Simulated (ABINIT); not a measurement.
**BN (F-43m): refractive index against wavelength**

The refractive index of BN (F-43m) below the direct gap (8.88 eV on the mesh) is read from one computed spectrum, n = √(Re ε).

Cell: a, b, c = 2.556, 2.556, 2.556 Å (primitive vectors), 2 atoms.

Method: ABINIT 10.8.3, PBE, independent particles, k-mesh 16×16×16, Lorentzian half width 0.05 eV.

Launch of the response step: `optic optic.abi`. The run took 16 s, its band step included, on 4 threads of Arm Neoverse V2 (shared host).

| wavelength (nm) | photon energy E (eV) | n |
| --- | --- | --- |
| 532 | 2.331 | 2.1752 |
| 450 | 2.755 | 2.1879 |
| 405 | 3.061 | 2.1986 |
| 365 | 3.397 | 2.2120 |
| 308 | 4.025 | 2.2424 |
| 266 | 4.661 | ? |
| 248 | 4.999 | 2.3054 |

In the single-oscillator model n² − 1 = E₀E_d/(E₀² − E²), so 1/(n² − 1) = E₀/E_d − E²/(E₀E_d) is linear in E².

Working, on the rows shown:

| x = E² (eV²) | y = 1/(n² − 1) |
| --- | --- |
| 5.43137 | 0.267989 |
| 7.59115 | 0.264068 |
| 9.37179 | 0.260835 |
| 11.5384 | 0.256875 |
| 16.2043 | 0.24824 |
| 24.9936 | 0.231757 |

Means: x̄ = 12.522, ȳ = 0.25496. Σ(x − x̄)(y − ȳ) = -0.4718, Σ(x − x̄)² = 254.6. Slope = -0.4718 / 254.6 = -0.001853; intercept = ȳ − slope · x̄ = 0.27817. Turned back into n, the line misses the rows shown by at most 0.00038.

Question: What does the fit predict for the withheld row, and how well does it do?

Answer: At x = 21.725 the line gives y = 0.2379, that is 2.2811. The run gave 2.2810, so the interpolation is off by 9.2e-05, 0.1 % of the range in the table.

Refitted with all rows, the slope is -0.001853 and the intercept 0.27816. These give E₀ = √(intercept/−slope) = 12.25 eV and E_d = E₀/intercept = 44.1 eV; E₀ is 1.4 times the direct gap. The electronic limit at long wavelengths, without lattice vibrations, is n = √(1 + 1/intercept) = 2.144. Excitons are left out and so are local fields; PBE gaps are as a rule too small. The values come from a sum over the points of one k-mesh and carry its error, which grows as the direct gap shrinks.
